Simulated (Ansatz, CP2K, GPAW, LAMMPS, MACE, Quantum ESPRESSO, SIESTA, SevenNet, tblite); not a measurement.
**tblite on liquid Zn23Cd15S38 at 1800 K (76 atoms): settings against a plane-wave reference**

Aim: run liquid Zn23Cd15S38 at 1800 K (76 atoms) in tblite and see how near its forces come to a plane-wave reference, and at what cost.

Main program and level: tblite 0.8.0; the method is named at each step.

### Step 1. Starting point

The cell holds 76 atoms: 23 Zn, 15 Cd and 38 S. Its edges and angles: a = 11.895 Å, b = 11.895 Å, c = 11.895 Å, α = 90.0°, β = 90.0°, γ = 90.0°. 76 atoms (23 Zn, 15 Cd, 38 S) placed at random at 4.35 g/cm³, melted at 2500 K for 10 ps at fixed volume with the Stillinger-Weber II-VI potential (Zhou et al., Phys. Rev. B 88, 085309 (2013)). Snapshot at the end of a hold of 5 ps at 1800 K and fixed volume.

The yardstick, on the same geometry:

| Property | Result |
| --- | --- |
| method | Kohn-Sham DFT, PBE, SSSP efficiency 1.3.0 pseudopotentials, plane waves (Quantum ESPRESSO 7.5); sssp-pbe-1.3.0-efficiency, cutoffs 45/360 Ry, Γ point |
| r.m.s. force component | 0.8571 eV/Å |
| longest force | 2.878 eV/Å |
| pressure | -1.555 GPa |
| time | 6.1 min on 4 MPI ranks of Arm Neoverse V2, shared host |
| CPU time | 24 min |

### Step 2. GFN1-xTB

Method: GFN1-xTB tight binding, diagonalisation.

run.py reads:

```python
import numpy as np
from ase.io import read
from tblite.ase import TBLite

atoms = read("structure.xyz")
atoms.calc = TBLite(method="GFN1-xTB", electronic_temperature=580, accuracy=1.0, max_iterations=250, mixer_damping=0.4, verbosity=1)
energy = atoms.get_potential_energy()
forces = atoms.get_forces()
print(f"energy {energy:.6f} eV")
print("forces (eV/A)")
for i, (a, f) in enumerate(zip(atoms, forces)):
    print(f"{i:4d} {a.symbol:2s} {f[0]:10.5f} {f[1]:10.5f} {f[2]:10.5f}")
stress = -atoms.get_stress(voigt=False) * 160.21766
print("stress (GPa, compression positive)")
for row in stress:
    print(" ".join(f"{x:10.4f}" for x in row))
print("charges (e)")
print(np.array2string(atoms.get_charges(), precision=4, suppress_small=True, max_line_width=110, threshold=100000))
```

structure.xyz reads:

```xyz
76
Lattice="11.89530 0.00000 0.00000 0.00000 11.89530 0.00000 0.00000 0.00000 11.89530" Properties=species:S:1:pos:R:3 pbc="T T T"
Zn 10.43551 10.29788 10.60430
Zn 0.65055 10.90525 7.36283
Zn 6.65720 11.42365 9.93377
Zn 8.71402 10.07104 1.45765
Zn 4.37033 10.23222 8.32504
Zn 11.28043 2.41284 8.68309
Zn 9.84657 6.42037 2.29972
Zn 11.00422 11.11152 4.30943
Zn 9.65898 4.35915 10.40161
Zn 0.72859 5.77445 4.31086
Zn 0.87966 11.68559 0.79496
Zn 3.63199 10.72219 0.37268
Zn 2.86344 10.35486 4.63726
Zn 2.15245 1.16966 9.80375
Zn 6.47866 0.56253 1.32728
Zn 8.33373 0.95971 11.10486
Zn 8.13876 11.85593 6.18698
Zn 1.96427 8.09356 3.08445
Zn 6.77854 2.92862 9.11525
Zn 7.13159 3.73263 1.17454
Zn 1.67248 4.24686 8.22881
Zn 9.92116 8.33979 5.35764
Zn 5.73817 11.54451 4.08485
Cd 11.06275 2.94016 1.90765
Cd 0.93925 7.17001 8.04777
Cd 4.95499 2.66383 5.05015
Cd 9.21719 8.87711 9.00748
Cd 1.45408 5.60887 0.15167
Cd 7.29753 7.09019 10.94748
Cd 6.89071 8.16351 4.44646
Cd 7.94202 4.84460 5.13675
Cd 4.51379 6.36494 6.72965
Cd 3.35091 2.83251 1.68176
Cd 11.75363 7.68329 11.56413
Cd 10.39102 3.06732 6.03032
Cd 4.30443 5.48219 10.23186
Cd 1.20440 1.84948 4.74230
Cd 4.96557 6.90796 1.49988
S 11.20549 8.33813 3.36423
S 9.85752 1.31764 3.84266
S 6.82814 7.73587 7.13885
S 4.12731 0.26312 1.88957
S 4.98330 4.63560 0.88001
S 1.63263 1.24449 7.31394
S 0.06019 4.73338 6.28238
S 7.54852 5.29888 9.10704
S 4.88968 8.62719 11.51322
S 3.55551 7.43504 8.99701
S 9.60070 6.49400 6.61188
S 5.95169 2.02375 11.14375
S 0.23910 4.26780 10.36295
S 10.25256 10.36390 6.91462
S 6.77842 10.42302 0.17010
S 4.04916 11.77421 10.06628
S 9.31164 2.76352 0.14845
S 3.87680 3.37755 9.00534
[... 16 atom lines left out ...]
S 10.22151 11.67012 0.78592
S 8.36347 9.88190 4.05772
S 6.71192 10.81592 7.68115
S 1.03489 11.32004 3.23314
```

On the command line:

```sh
$ OMP_NUM_THREADS=1 python run.py > output.txt
```

The program printed:

```text
------------------------------------------------------------
  cycle        total energy    energy error   density error
------------------------------------------------------------
      1     -166.3406463492  -1.6596185E+02   7.1409971E-01
      2     -150.4981187879   1.5842528E+01   6.6799915E-01
      3     -161.9940604384  -1.1495942E+01   4.9120696E-01
      4     -168.0441939099  -6.0501335E+00   3.8664458E-01
      5     -168.1203085042  -7.6114594E-02   3.3853968E-01
      6     -172.5894146557  -4.4691062E+00   1.8326905E-01
      7     -173.3515056699  -7.6209101E-01   1.1468769E-01
      8     -173.1442240472   2.0728162E-01   1.1728248E-01
      9     -173.1799007903  -3.5676743E-02   1.0195215E-01
     10     -173.4753004506  -2.9539966E-01   7.1998619E-02
     11     -173.6738647919  -1.9856434E-01   2.7396991E-02
     12     -173.6887785752  -1.4913783E-02   1.9343845E-02
     13     -173.6990465082  -1.0267933E-02   1.0775710E-02
     14     -173.7021775823  -3.1310741E-03   7.1961538E-03
     15     -173.7031174238  -9.3984158E-04   4.8908708E-03
     16     -173.7035496126  -4.3218875E-04   3.5444384E-03
     17     -173.7037913749  -2.4176228E-04   2.6798595E-03
     18     -173.7039997424  -2.0836749E-04   1.2159601E-03
     19     -173.7040320563  -3.2313903E-05   7.4136328E-04
     20     -173.7040507291  -1.8672836E-05   3.3851219E-04
     21     -173.7040417735   8.9555985E-06   5.5722537E-04
     22     -173.7040544952  -1.2721651E-05   1.1669268E-04
     23     -173.7040547929  -2.9779403E-07   8.1848891E-05
     24     -173.7040549849  -1.9194576E-07   3.8658239E-05
     25     -173.7040550347  -4.9759620E-08   1.5315378E-05
------------------------------------------------------------
 total:                                   3.296 sec
energy -4726.728096 eV
forces (eV/A)
   0 Zn    1.25200    1.38701    0.73447
   1 Zn    0.25020   -0.18060    0.48804
   2 Zn   -0.73935    0.04937   -0.53549
   3 Zn    0.23549   -0.12646    0.94586
   4 Zn   -0.36408   -0.13869   -0.52999
   5 Zn    0.27136   -0.38744    0.34452
   6 Zn    0.01250    0.58131    0.18873
   7 Zn   -0.98335   -0.18163    0.00478
   8 Zn   -0.14416    0.55643   -0.61833
   9 Zn    0.39050    0.05280   -0.21720
  10 Zn   -0.25561    0.02517    0.01615
  11 Zn   -0.00970   -1.02233   -1.17026
  12 Zn    0.20877    0.24679    0.16083
  13 Zn    0.19240    0.27180    0.05098
  14 Zn   -0.45814    0.48951    0.59807
  15 Zn    0.60834   -0.16128   -0.19940
  16 Zn    0.37702   -0.16450   -0.00788
  17 Zn   -0.36194    0.74957   -0.46315
  18 Zn   -0.62016    0.59783   -0.57291
  19 Zn    0.21517   -0.57858    0.67256
  20 Zn    0.66962   -0.23926    0.00901
  21 Zn    0.29323    0.48321   -0.00963
  22 Zn   -0.33939   -0.05167    0.17131
  23 Cd   -0.40010   -2.37490    0.08891
[...]
68 S     0.29293    0.07642   -0.22923
  69 S    -0.61713    0.32492    0.45003
  70 S    -0.58225   -0.42043   -0.36659
  71 S    -1.02918   -0.01314    0.23044
  72 S    -0.24596   -0.53393   -0.10636
  73 S     0.71838    1.74608   -0.58253
  74 S    -0.24634   -0.55530    1.01913
  75 S     0.84257    0.40405    0.51262
stress (GPa, compression positive)
    1.8883     0.1693     0.3277
    0.1693     3.2376    -0.2297
    0.3277    -0.2297     2.0388
charges (e)
[ 0.2896  0.2772  0.2917  0.3154  0.266   0.2209  0.3117  0.2902  0.2733  0.3076  0.3253  0.341   0.2996
  0.2913  0.2958  0.2853  0.3021  0.266   0.291   0.3001  0.2661  0.3145  0.242   0.1516 -0.0879  0.1069
  0.0511  0.064   0.0326  0.0926  0.1008  0.0495  0.1351  0.0515  0.0572  0.1069 -0.0093  0.0764 -0.3269
 -0.2013 -0.1577 -0.2733 -0.1284 -0.2053 -0.1438 -0.1718 -0.134  -0.1161 -0.1677 -0.2557 -0.1778 -0.2337
 -0.2104 -0.2215 -0.2151 -0.2    -0.1856 -0.1309 -0.1929 -0.2733 -0.228  -0.0951 -0.2149 -0.1944 -0.1991
 -0.2085 -0.1703 -0.2206 -0.2316 -0.2269 -0.2584 -0.1379 -0.2908 -0.2291 -0.2055 -0.2082]
```

It took 3.8 s on 1 thread of Arm Neoverse V2, shared host; peak memory 0.13 GiB.

Banners, paths, timers and routine set-up lines are dropped from the logs unmarked, and long logs keep their key lines alone; longer cuts are marked.

Compared with the plane-wave run:

```yaml
r_m_s_force_component: 0.6636 eV/Å
r_m_s_difference_of_force_components: 326.5 meV/Å
longest_difference_of_force_vectors: 1270 meV/Å
force_difference_over_r_m_s_force: 38.09 %
slope_of_forces_against_the_reference_s: 0.7272
correlation_of_force_components: 0.9392
pressure: 2.388 GPa
pressure_difference: 3.943 GPa
```

Length of the force difference by element (eV/Å):

```csv
element,atoms,mean,most
Cd,15,0.44,0.72
S,38,0.63,1.3
Zn,23,0.33,0.60
```

Local excerpt of 10 atoms (numbers count through the whole input) about Cd27, which has 2 bonded neighbours where the commonest count for Cd is 3; x, y, z are measured from there.

```csv
atom,x,y,z,distance (Å),bonds,Mulliken charge (e),Fx,Fy,Fz (eV/Å)
Cd27,0.00,0.00,0.00,0.00,2,0.05,-1.45,-0.14,-1.59
S62,1.15,-2.08,0.33,2.40,4,-0.10,1.11,-0.43,0.41
Zn1,1.22,1.42,1.60,2.46,3,0.29,1.25,1.39,0.73
S52,1.04,1.49,-2.09,2.77,4,-0.23,0.19,-0.11,-0.84
S41,-2.39,-1.14,-1.87,3.24,2,-0.16,0.46,0.01,-0.47
Cd29,-1.92,-1.79,1.94,3.26,3,0.03,-0.39,-0.02,-0.33
S49,0.38,-2.38,-2.40,3.40,2,-0.17,-0.97,-0.39,-0.22
S75,-2.51,1.94,-1.33,3.43,3,-0.21,-0.25,-0.56,1.02
S65,0.08,-0.90,3.38,3.50,4,-0.20,-0.24,-0.15,0.19
S70,0.80,3.49,0.19,3.59,3,-0.23,-0.62,0.32,0.45
```

Atoms are counted from 1 here, from 0 in the log.

Forces lie 38 % from the reference's, at 0.0026 times its CPU time (on 1 against 4 cores).

### Step 3. Summary of results

- force difference from the reference: tblite GFN1-xTB, 38 %
- its CPU time: 3.8 s

In words: Tight binding differs by 38 % (tblite GFN1-xTB); it is another model, with fitted parameters of its own, and the xTB methods hold dispersion. One electronic-structure run takes under half the reference's CPU time: tblite GFN1-xTB, at 38 % in 3.8 s against 24 min; its pressure misses by +3.9 GPa. Periodic xTB results under one method name differ between programs and library versions. The reference's pressure holds the uncorrected Pulay stress of its 45 Ry basis, so small pressure differences, and their order, may be the reference's own error. The frame stands for 1800 K, but pressures are static and levels are smeared at 580 K, under the temperature of the frame, which matters where levels are partly filled. The network of bonds at the start is that of the classical potential that made the cell, and needn't be the one that DFT or experiment would give. The electronic-structure runs sample only Γ, in a cell whose shortest periodic width is 12 Å, which is coarse for a cell with partly filled levels.

[Also dropped from logs without a mark: logging warnings of Python, and SIESTA's first energy breakdown and zero terms.]

[Logs are printed without paths, hosts, clocks, repeated set-up lines and the standing remarks that a program may print on its own settings, such as how far it seeks lower states.]

[Hosts, paths, dates, database ids (printed as entryN), source tags and the programs' standing remarks are cut or masked in the printed files.]
